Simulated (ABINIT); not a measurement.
Planning a run of ABINIT 10.8.3 on Ba2TaBiO6 (R-3). The input:

```
acell 3*1.0 Angstrom
rprim 
  3.075626834241 1.775713980676 4.956223105800
  -3.075626834241 1.775713980676 4.956223105800
  0.000000000000 -3.551427961352 4.956223105800
ntypat 4
znucl 56 73 83 8
natom 10
typat 1 1 2 3 4 4 4 4 4 4
xred 
  0.748816000000 0.748816000000 0.748816000000
  0.251184000000 0.251184000000 0.251184000000
  0.500000000000 0.500000000000 0.500000000000
  0.000000000000 -0.000000000000 0.000000000000
  0.725510000000 0.218856000000 0.322035000000
  0.218856000000 0.322035000000 0.725510000000
  0.322035000000 0.725510000000 0.218856000000
  0.274490000000 0.781144000000 0.677965000000
  0.677965000000 0.274490000000 0.781144000000
  0.781144000000 0.677965000000 0.274490000000
pp_dirpath "pseudos"
pseudos "Ba.upf, Ta.upf, Bi.upf, O.upf"
ecut 36
ngkpt 2 2 2
nshiftk 1
shiftk 0 0 0
kptopt 1
chksymbreak 0
istwfk *1
occopt 1
irdwfk 1
optdriver 4
nband 267
gwcalctyp 0
ecutsigx 36
symsigma 1
nkptgw 3
kptgw 
  0.5000000000 0.5000000000 0.5000000000
  0.5000000000 0.0000000000 0.0000000000
  0.0000000000 0.0000000000 0.0000000000
bdgw 
  41 45
  41 44
  40 44
ecuteps 5.6
irdscr 1
ppmodel 1
indata_prefix "in"
outdata_prefix "out"
tmpdata_prefix "tmp"
```

```sh
OMP_NUM_THREADS=1 mpirun -n 8 abinit run.abi > log
```

**Question.** Estimate wall time and host memory on 8 MPI ranks of Arm Neoverse V2, shared host.

It took 52 s; on shared hardware allow 26 s to 1.7 min. Peak host memory was 3.7 GiB.

[Paths, hosts, dates, memory and timing lines, banners, echoed tables and standing remarks are left out of the program output.]

[Logs are printed without paths, hosts, clocks, repeated set-up lines and the standing remarks that a program may print on its own settings, such as how far it seeks lower states.]

[Runs of the session that timed out or met a known fault of the program may be left out.]

[Hosts, paths, dates, database ids (printed as entryN), source tags and the programs' standing remarks are cut or masked in the printed files.]

[G0W0 gaps are taken among the corrected bands and points alone; a level outside them can change the order at an edge.]

[Where Ansatz stands beside ABINIT at settings called matched, ABINIT's density can come from a denser mesh and the files from another edition; pairs whose starting gaps differed by over 0.03 eV were left out, so agreement reads better than it is.]
